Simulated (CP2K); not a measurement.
Two runs for the Si L₂,₃ edge of methylsilane. Run A: CP2K XAS_TDP, all-electron GAPW, PBEh(45%), aug-pc-1, TDA, ZORA, spin–orbit coupling. Run B differs in one setting.

First lines with a strength over 0.0003. A:

| atom | energy (eV) | states | strength, one atom |
| --- | --- | --- | --- |
| Si2 (bonded to C and 3 H) | 101.15 | 1 | 0.0069 |
|  | 101.62 | 1 | 0.0008 |
|  | 101.64 | 2 | 0.0035 |
|  | 101.66 | 5 | 0.0099 |
|  | 101.68 | 1 | 0.0008 |

B:

| atom | energy (eV) | states | strength, one atom |
| --- | --- | --- | --- |
| Si2 (bonded to C and 3 H) | 105.00 | 1 | 0.0066 |
|  | 105.47 | 1 | 0.0007 |
|  | 105.50 | 2 | 0.0032 |
|  | 105.51 | 4 | 0.0093 |
|  | 105.54 | 1 | 0.0008 |

Which was it: GW2X switched on, the functional, the basis?

GW2X switched on. GW2X shifts the lines nearly together; each 2p level gets its own shift. The lowest line over the strength cut lies at 105.00 eV, against 101.15 eV (PBEh(45%), aug-pc-1).

[Hosts, paths, dates, database ids (printed as entryN), source tags and the programs' standing remarks are cut or masked in the printed files.]
